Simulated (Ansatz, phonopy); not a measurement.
# BN (F-43m): phonons against volume, part 3 of 3

Wanted: mode Grüneisen parameters of BN and a free-energy fit over volumes. The starting cell is a computed one from a database.

Ansatz 0.2.0; DFT LDA, scalar-relativistic, plane waves, PAW; PAW set soft_1.

So far. Step 9 (A cell at another volume, V/V0 0.985): The run ends at a pressure of 6.23 GPa. Step 10 (Phonons, V/V0 0.985): No mode is imaginary beyond numerical noise at the solved wavevectors. The highest zone-centre mode (no LO–TO term) moved by +1.9 % for a volume change of -1.5 %.

### Step 11. Single point at a scaled cell, V/V0 1.03

Symmetry fixes every atom, so a single point at the scaled cell gives the energy and pressure of this member.

input.yaml reads:

```yaml
crystal:
  lattice:
    - [0.0, 1.8076484968, 1.8076484968]
    - [1.8076484968, 0.0, 1.8076484968]
    - [1.8076484968, 1.8076484968, 0.0]
  atoms:
    - { symbol: B, position: [0.0, 0.0, 0.0] }
    - { symbol: "N", position: [0.75, 0.75, 0.75] }
kpoints:
  mp_grid: { grid: [12, 12, 12] }
hamiltonian:
  xc: lda
  pseudopotentials: { kind: paw, azcp: { folder: soft_1 }, xc_functional: pbe }
scf:
  occupations: { method: fixed }
  lower_state_search: "off"
output:
  forces: true
  stress: true
  eigenvalues: true
```

Run with:

```bash
$ ansatz run input.yaml --threads 8 --pin off --max-ram 16384MiB --backend cpu --events-out ev --progress --plain --runs-dir out
```

Numbers of over 12 decimals in the logs are rounded to 6 here.

Output:

```text
[...]
Crystal: 2 atoms, lattice volume = 11.813 Å³
Basis set: ecut = 420 eV, 259 PW (Γ)
Bands: 8, of which v1, the nominal top of the filled ones, is band 4 counted from 1 (3 counted from 0)
Symmetry: 24 space group operations
[...]
k-points: 72 of 1728 (time reversal used)
[...]
Free energy (F): -526.458804 eV
[...]
Internal energy: -526.458804 eV  (E = F + TS)
E sigma→0 (E₀):  -526.458804 eV
Fermi energy:    10.907615 eV
[...]
--- Stress (GPa, compression-positive) ---
      -11.250374      -0.000000      -0.000000
        0.000000     -11.250374       0.000000
       -0.000000       0.000000     -11.250374
  P = ⅓ Tr σ = -11.2504 GPa (-112.504 kbar)
--- Band table (eV; the first three rows and the last of 72) ---
[...]
[key lines of the parts left out:]
SCF converged after 7 iterations
```

It took 0.43 s on 8 threads of Arm Neoverse N1, shared host; peak memory 0.25 GiB; 1.8 s of CPU time.

The run ends at a pressure of -11.25 GPa.

### Step 12. Lattice dynamics at this volume, V/V0 1.03

Phonons at this volume give one point of F(V, T); meshes stay fixed along the series.

input.yaml, the sections that differ from step 11:

```yaml
output:
  eigenvalues: true
phonons:
  method: dfpt
  dielectric: true
  rigid_motions: translations
  qmesh: [4, 4, 4]
  temperatures: { t_max: 1000, t_step: 50 }
  qpath:
    path:
      - [[0.0, 0.0, 0.0], [-0.5, -0.5, 0.0], [-0.375, -0.375, 0.25]]
      - [[-0.375, 0.0, 0.375], [0.0, 0.0, 0.0], [0.0, 0.0, 0.5], [-0.5, -0.25, 0.25], [-0.5, -0.5, 0.0]]
    npoints: 10
# crystal, kpoints, hamiltonian, scf: as in step 11
```

Output:

```text
[...]
Crystal: 2 atoms, lattice volume = 11.813 Å³
Basis set: ecut = 420 eV, 259 PW (Γ), exchange–correlation on 36×36×36 points (8 copies of the dense FFT grid, shifted against one another)
Bands: 8, of which v1, the nominal top of the filled ones, is band 4 counted from 1 (3 counted from 0)
Symmetry: 24 space group operations
[...]
optical modes at Γ + LO–TO along q̂ = [0.0000, 1.0000, 0.0000]:
      ω (cm⁻¹)  modes    IR ((D/Å)²/amu)
       1028.16      2            27.0551
       1260.47      1            13.5276
  optical modes at Γ + LO–TO along q̂ = [0.0000, 0.0000, 1.0000]:
      ω (cm⁻¹)  modes    IR ((D/Å)²/amu)
       1028.16      2            27.0551
       1260.47      1            13.5276
--- Phonons (arbitrary-q DFPT): 8 irreducible q on the 4×4×4 mesh ---
[...]
interpolated dispersion: 63 rows × 6 modes
[...]
[key lines of the parts left out:]
SCF converged after 8 iterations
Free energy (F): -526.458805 eV
Fermi energy:    10.907622 eV
```

It took 28 s on 8 threads; peak memory 0.71 GiB.

No mode is imaginary beyond numerical noise at the solved wavevectors. The highest zone-centre mode (no LO–TO term) moved by -3.6 % for a volume change of +3.0 %.

### Step 13. A cell at another volume, V/V0 0.97

Symmetry fixes every atom, so a single point at the scaled cell gives the energy and pressure of this member.

input.yaml, the sections that differ from step 12:

```yaml
crystal:
  lattice:
    - [0.0, 1.7718440216, 1.7718440216]
    - [1.7718440216, 0.0, 1.7718440216]
    - [1.7718440216, 1.7718440216, 0.0]
  atoms:
    - { symbol: B, position: [0.0, 0.0, 0.0] }
    - { symbol: "N", position: [0.75, 0.75, 0.75] }
output:
  forces: true
  stress: true
  eigenvalues: true
# kpoints, hamiltonian, scf: as in step 12
# phonons: removed
```

Output:

```text
[...]
Crystal: 2 atoms, lattice volume = 11.125 Å³
Basis set: ecut = 420 eV, 229 PW (Γ)
Bands: 8, of which v1, the nominal top of the filled ones, is band 4 counted from 1 (3 counted from 0)
Symmetry: 24 space group operations
[...]
k-points: 72 of 1728 (time reversal used)
[...]
Free energy (F): -526.457571 eV
[...]
Internal energy: -526.457571 eV  (E = F + TS)
E sigma→0 (E₀):  -526.457571 eV
Fermi energy:    11.895303 eV
[...]
--- Stress (GPa, compression-positive) ---
       12.910956       0.000000      -0.000000
        0.000000      12.910956       0.000000
       -0.000000       0.000000      12.910956
  P = ⅓ Tr σ = 12.9110 GPa (129.110 kbar)
--- Band table (eV; the first three rows and the last of 72) ---
[...]
[key lines of the parts left out:]
SCF converged after 7 iterations
```

The job ended after 0.42 s (8 threads; peak memory 0.24 GiB).

The run ends at a pressure of 12.91 GPa.

### Step 14. Phonons, V/V0 0.97

The same q-mesh and k-mesh are kept at every volume, so that much of their error can cancel in the differences.

input.yaml, the sections that differ from step 13:

```yaml
output:
  eigenvalues: true
phonons:
  method: dfpt
  dielectric: true
  rigid_motions: translations
  qmesh: [4, 4, 4]
  temperatures: { t_max: 1000, t_step: 50 }
  qpath:
    path:
      - [[0.0, 0.0, 0.0], [-0.5, -0.5, 0.0], [-0.375, -0.375, 0.25]]
      - [[-0.375, 0.0, 0.375], [0.0, 0.0, 0.0], [0.0, 0.0, 0.5], [-0.5, -0.25, 0.25], [-0.5, -0.5, 0.0]]
    npoints: 10
# crystal, kpoints, hamiltonian, scf: as in step 13
```

Output:

```text
[...]
Crystal: 2 atoms, lattice volume = 11.125 Å³
Basis set: ecut = 420 eV, 229 PW (Γ), exchange–correlation on 36×36×36 points (8 copies of the dense FFT grid, shifted against one another)
Bands: 8, of which v1, the nominal top of the filled ones, is band 4 counted from 1 (3 counted from 0)
Symmetry: 24 space group operations
[...]
optical modes at Γ + LO–TO along q̂ = [0.0000, 1.0000, 0.0000]:
      ω (cm⁻¹)  modes    IR ((D/Å)²/amu)
       1107.55      2            26.2399
       1334.42      1            13.1199
  optical modes at Γ + LO–TO along q̂ = [0.0000, 0.0000, 1.0000]:
      ω (cm⁻¹)  modes    IR ((D/Å)²/amu)
       1107.55      2            26.2399
       1334.42      1            13.1199
--- Phonons (arbitrary-q DFPT): 8 irreducible q on the 4×4×4 mesh ---
[...]
interpolated dispersion: 63 rows × 6 modes
[...]
[key lines of the parts left out:]
SCF converged after 7 iterations
Free energy (F): -526.457571 eV
Fermi energy:    11.895305 eV
```

The job ended after 28 s (8 threads; peak memory 0.68 GiB; 3.1 min of CPU time).

No mode is imaginary beyond numerical noise at the solved wavevectors. The highest zone-centre mode (no LO–TO term) moved by +3.8 % for a volume change of -3.0 %.

### Step 15. Single point at a scaled cell, V/V0 1.05

Symmetry fixes every atom, so a single point at the scaled cell gives the energy and pressure of this member.

input.yaml, the sections that differ from step 14:

```yaml
crystal:
  lattice:
    - [0.0, 1.8192735655, 1.8192735655]
    - [1.8192735655, 0.0, 1.8192735655]
    - [1.8192735655, 1.8192735655, 0.0]
  atoms:
    - { symbol: B, position: [0.0, 0.0, 0.0] }
    - { symbol: "N", position: [0.75, 0.75, 0.75] }
output:
  forces: true
  stress: true
  eigenvalues: true
# kpoints, hamiltonian, scf: as in step 14
# phonons: removed
```

Output:

```text
[...]
Crystal: 2 atoms, lattice volume = 12.043 Å³
Basis set: ecut = 420 eV, 259 PW (Γ)
Bands: 8, of which v1, the nominal top of the filled ones, is band 4 counted from 1 (3 counted from 0)
Symmetry: 24 space group operations
[...]
k-points: 72 of 1728 (time reversal used)
[...]
Free energy (F): -526.437871 eV
[...]
Internal energy: -526.437871 eV  (E = F + TS)
E sigma→0 (E₀):  -526.437871 eV
Fermi energy:    10.602154 eV
[...]
--- Stress (GPa, compression-positive) ---
      -17.921664       0.000000      -0.000000
       -0.000000     -17.921664       0.000000
       -0.000000       0.000000     -17.921664
  P = ⅓ Tr σ = -17.9217 GPa (-179.217 kbar)
--- Band table (eV; the first three rows and the last of 72) ---
[...]
[key lines of the parts left out:]
SCF converged after 7 iterations
```

Wall time 0.42 s (8 threads); peak memory 0.25 GiB.

The run ends at a pressure of -17.92 GPa.

### Step 16. Phonons, V/V0 1.05

Phonons at this volume give one point of F(V, T); meshes stay fixed along the series.

input.yaml, the sections that differ from step 15:

```yaml
output:
  eigenvalues: true
phonons:
  method: dfpt
  dielectric: true
  rigid_motions: translations
  qmesh: [4, 4, 4]
  temperatures: { t_max: 1000, t_step: 50 }
  qpath:
    path:
      - [[0.0, 0.0, 0.0], [-0.5, -0.5, 0.0], [-0.375, -0.375, 0.25]]
      - [[-0.375, 0.0, 0.375], [0.0, 0.0, 0.0], [0.0, 0.0, 0.5], [-0.5, -0.25, 0.25], [-0.5, -0.5, 0.0]]
    npoints: 10
# crystal, kpoints, hamiltonian, scf: as in step 15
```

Output:

```text
[...]
Crystal: 2 atoms, lattice volume = 12.043 Å³
Basis set: ecut = 420 eV, 259 PW (Γ), exchange–correlation on 36×36×36 points (8 copies of the dense FFT grid, shifted against one another)
Bands: 8, of which v1, the nominal top of the filled ones, is band 4 counted from 1 (3 counted from 0)
Symmetry: 24 space group operations
[...]
optical modes at Γ + LO–TO along q̂ = [0.0000, 1.0000, 0.0000]:
      ω (cm⁻¹)  modes    IR ((D/Å)²/amu)
       1003.59      2            27.3175
       1237.57      1            13.6588
  optical modes at Γ + LO–TO along q̂ = [0.0000, 0.0000, 1.0000]:
      ω (cm⁻¹)  modes    IR ((D/Å)²/amu)
       1003.59      2            27.3175
       1237.57      1            13.6588
--- Phonons (arbitrary-q DFPT): 8 irreducible q on the 4×4×4 mesh ---
[...]
interpolated dispersion: 63 rows × 6 modes
[...]
[key lines of the parts left out:]
SCF converged after 8 iterations
Free energy (F): -526.437872 eV
Fermi energy:    10.602162 eV
```

Wall time 28 s (8 threads); peak memory 0.71 GiB; 3.2 min of CPU time.

No mode is imaginary beyond numerical noise at the solved wavevectors. The highest zone-centre mode (no LO–TO term) moved by -5.9 % for a volume change of +5.0 %.

### Step 17. How the modes move with volume

This step: DFT LDA, scalar-relativistic, plane waves, PAW; PAW set soft_1 (phonopy 4.10.0).

Numbers from this step:

- share of modes with a negative Grüneisen parameter: 0

Mean Grüneisen, by row:

| T (K) | heat-capacity-weighted mean | root mean square |
| --- | --- | --- |
| 50 | 0.667 | 0.71 |
| 100 | 0.62 | 0.67 |
| 200 | 0.713 | 0.795 |
| 300 | 0.835 | 0.923 |
| 500 | 0.929 | 1.01 |
| 800 | 0.964 | 1.041 |

Mean mode Grueneisen parameter against wavenumber:

| wavenumber (cm⁻¹) | mean mode Grueneisen parameter |
| --- | --- |
| 22 | - |
| 65 | 0.545 |
| 108 | 0.817 |
| 151 | 0.58 |
| 194 | 0.698 |
| 238 | 0.649 |
| 281 | 0.7 |
| 324 | 0.643 |
| 367 | 0.63 |
| 411 | 0.574 |
| 454 | 0.581 |
| 497 | 0.479 |
| 540 | 0.523 |
| 584 | 0.562 |
| 627 | 0.583 |
| 670 | 0.593 |
| 713 | 0.626 |
| 756 | 0.779 |
| 800 | 0.819 |
| 843 | 0.917 |
| 886 | 1.05 |
| 929 | 1.35 |
| 973 | 1.45 |
| 1016 | 1.37 |
| 1059 | 1.26 |
| 1102 | 0.95 |
| 1146 | 0.848 |
| 1189 | 0.881 |
| 1232 | 0.901 |
| 1275 | 0.929 |

Volume series, by row:

| V/V0 | V (Å³/atom) | pressure (GPa) | E - E0 (meV/atom) | gap (eV) | zero-point energy (meV/atom) | lowest on the path (cm⁻¹) | highest at Gamma without the LO-TO term (cm⁻¹) |
| --- | --- | --- | --- | --- | --- | --- | --- |
| 0.97 | 5.563 | 12.91 | 6.796 | 4.425 | 165.8 | 0 | 1108 |
| 0.985 | 5.649 | 6.234 | 1.585 | 4.407 | 163.2 | 0 | 1087 |
| 1 | 5.735 | -0.008 | 0 | 4.389 | 160.7 | 0 | 1067 |
| 1.015 | 5.821 | -5.825 | 1.579 | 4.373 | 158.2 | 0 | 1047 |
| 1.03 | 5.907 | -11.25 | 6.18 | 4.356 | 155.7 | 0 | 1028 |
| 1.05 | 6.021 | -17.92 | 16.65 | 4.332 | 152.5 | 0 | 1004 |

Optical frequency at Gamma without the LO-TO term, mode 4 against V/V0:

| V/V0 | optical frequency at Gamma without the LO-TO term, mode 4 (cm⁻¹) |
| --- | --- |
| 0.9700 | 1108 |
| 0.9850 | 1087 |
| 1.0000 | 1067 |
| 1.0150 | 1047 |
| 1.0300 | 1028 |
| 1.0500 | 1004 |

Grüneisen at points, by row:

| point | branch | frequency (cm⁻¹) | mode Grüneisen parameter |
| --- | --- | --- | --- |
| Γ | 4 | 1067 | 1.24 |
| Γ | 6 | 1296 | 0.95 |
| X | 1 | 704.7 | 0.24 |
| X | 3 | 930.1 | 1.76 |
| X | 5 | 1025 | 1.02 |
| X | 6 | 1166 | 0.84 |
| U | 1 | 666.8 | 0.26 |
| U | 2 | 873.3 | 0.5 |
| U | 3 | 893.4 | 1.32 |
| U | 4 | 943 | 1.68 |
| U | 5 | 986.8 | 1.2 |
| U | 6 | 1098 | 1.08 |
| K | 1 | 666.8 | 0.26 |
| K | 2 | 873.3 | 0.5 |
| K | 3 | 893.4 | 1.32 |
| K | 4 | 943 | 1.68 |
| K | 5 | 986.8 | 1.2 |
| K | 6 | 1098 | 1.08 |
| L | 1 | 487.7 | 0.2 |
| L | 3 | 986.2 | 1.37 |
| L | 4 | 1009 | 1.45 |
| L | 6 | 1148 | 0.66 |
| W | 1 | 792.7 | 0.65 |
| W | 2 | 815.5 | 0.55 |
| W | 3 | 887 | 1.08 |
| W | 4 | 989.5 | 0.97 |
| W | 5 | 993.7 | 1.5 |
| W | 6 | 1024 | 1.42 |

### Step 18. Quasi-harmonic fit by phonopy

Numbers from this step:

| Property | Result |
| --- | --- |
| volume expansion coefficient at 300 K | 5.03 1e-6/K |
| isothermal bulk modulus at 300 K | 390.3 GPa |
| C_P at 300 K | 8.044 J/mol-atom/K |
| Grüneisen parameter at 300 K | 0.853 |

Table of energy (each curve on its own zero) by volume; values in meV/atom:

| volume (Å³/atom) | static | F at 0 K | F at 300 K | F at 1300 K |
| --- | --- | --- | --- | --- |
| 5.563 | 6.8 | 13.3 | 13.5 | 20.6 |
| 5.649 | 1.58 | 5.46 | 5.59 | 9.97 |
| 5.735 | 0 | 1.31 | 1.36 | 2.96 |
| 5.821 | 1.58 | 0.38 | 0.35 | -0.87 |
| 5.907 | 6.18 | 2.54 | 2.41 | -1.63 |
| 6.021 | 16.6 | 9.82 | 9.57 | 1.71 |

Phonopy-qha, vinet fit of F(V) at each temperature; no electronic free energy. Qha vinet, by row:

| T (K) | fitted volume (Å³/atom) | alpha_V (1e-6/K) | B_T (GPa) | C_P (J/mol-atom/K) | Grueneisen |
| --- | --- | --- | --- | --- | --- |
| 100 | 5.802 | 0.2 | 391.5 | 0.411 | 0.6901 |
| 150 | 5.802 | 0.75 | 391.4 | 1.512 | 0.6811 |
| 200 | 5.802 | 1.83 | 391.2 | 3.359 | 0.742 |
| 250 | 5.803 | 3.33 | 390.9 | 5.652 | 0.8049 |
| 300 | 5.804 | 5.03 | 390.3 | 8.044 | 0.8534 |
| 350 | 5.806 | 6.71 | 389.5 | 10.3 | 0.888 |
| 400 | 5.808 | 8.25 | 388.6 | 12.31 | 0.9127 |
| 450 | 5.811 | 9.6 | 387.6 | 14.04 | 0.9305 |
| 500 | 5.814 | 10.78 | 386.5 | 15.52 | 0.9438 |
| 550 | 5.817 | 11.78 | 385.3 | 16.77 | 0.9539 |
| 600 | 5.821 | 12.64 | 384.1 | 17.83 | 0.9617 |
| 650 | 5.824 | 13.39 | 382.8 | 18.72 | 0.968 |
| 700 | 5.828 | 14.03 | 381.5 | 19.48 | 0.9731 |
| 750 | 5.832 | 14.58 | 380.1 | 20.13 | 0.9774 |
| 800 | 5.837 | 15.07 | 378.8 | 20.69 | 0.981 |
| 850 | 5.841 | 15.5 | 377.4 | 21.18 | 0.9842 |
| 900 | 5.846 | 15.88 | 376 | 21.6 | 0.9869 |
| 950 | 5.851 | 16.22 | 374.6 | 21.97 | 0.9894 |
| 1000 | 5.855 | 16.53 | 373.2 | 22.3 | 0.9915 |
| 1050 | 5.86 | 16.81 | 371.8 | 22.59 | 0.9935 |
| 1100 | 5.865 | 17.07 | 370.3 | 22.85 | 0.9953 |
| 1150 | 5.87 | 17.3 | 368.9 | 23.08 | 0.997 |
| 1200 | 5.875 | 17.52 | 367.4 | 23.29 | 0.9986 |
| 1250 | 5.881 | 17.73 | 366 | 23.48 | 1 |

The volume expansion coefficient, phonopy-qha, Vinet by temperature:

| temperature (K) | volume expansion coefficient, phonopy-qha, Vinet (1e-6/K) |
| --- | --- |
| 75 | 0.08 |
| 100 | 0.2 |
| 150 | 0.75 |
| 175 | 1.22 |
| 200 | 1.83 |
| 225 | 2.54 |
| 275 | 4.17 |
| 300 | 5.03 |
| 325 | 5.88 |
| 375 | 7.5 |
| 400 | 8.25 |
| 425 | 8.95 |
| 475 | 10.2 |
| 500 | 10.8 |
| 525 | 11.3 |
| 550 | 11.8 |
| 600 | 12.6 |
| 625 | 13.0 |
| 650 | 13.4 |
| 700 | 14.0 |
| 725 | 14.3 |
| 750 | 14.6 |
| 800 | 15.1 |
| 825 | 15.3 |
| 850 | 15.5 |
| 875 | 15.7 |
| 925 | 16.1 |
| 950 | 16.2 |
| 975 | 16.4 |
| 1025 | 16.7 |
| 1050 | 16.8 |
| 1075 | 16.9 |
| 1125 | 17.2 |
| 1150 | 17.3 |
| 1175 | 17.4 |
| 1200 | 17.5 |
| 1250 | 17.7 |
| 1275 | 17.8 |

The fit gives a volume expansion of 5.03 × 10⁻⁶/K at 300 K.

### Step 19. What came out

| Property | Result |
| --- | --- |
| volume expansion coefficient at 300 K | 5.03 1e-6/K |
| isothermal bulk modulus at 300 K | 390.3 GPa |
| C_P at 300 K | 8.044 J/mol-atom/K |
| Grüneisen parameter at 300 K | 0.853 |
| mean mode Grüneisen parameter at 300 K | 0.835 |

**Reading.** Near room temperature BN expands by 5.03 × 10⁻⁶/K in volume by LDA, with C_P = 8.04 J/(mol K) per mole of atoms and B_T = 390 GPa. C_P at room temperature is 32 % of the classical 3R an atom, so the stiffest modes are still partly frozen out. The heat-capacity-weighted Grüneisen parameter goes from 0.667 at 50 K to 0.964 at 800 K. Weighting γ by the density of states and each mode's heat capacity at 300 K, modes below 430 cm⁻¹ give about 9 % of the sum of γC that drives the expansion, those up to 860 cm⁻¹ 40 % and the rest 52 %. Among the labelled points γ is largest for branch 3 at X (930 cm⁻¹, 1.8) and smallest for branch 1 at L (488 cm⁻¹, 0.2). The interpolation has no quadrupole term, so branches near the zone centre are less sure, since this crystal has sites that are not centres of inversion. The PAW files were made for PBE and are used here under another functional, for which the program regenerates the frozen cores.

[Logs are printed without paths, hosts, clocks, repeated set-up lines and the standing remarks that a program may print on its own settings, such as how far it seeks lower states.]

[Hosts, paths, dates, database ids (printed as entryN), source tags and the programs' standing remarks are cut or masked in the printed files.]

[A step with changed settings may run another functional than the one named; its input shows which.]

[Of the runs on displaced cells, only some may be shown.]
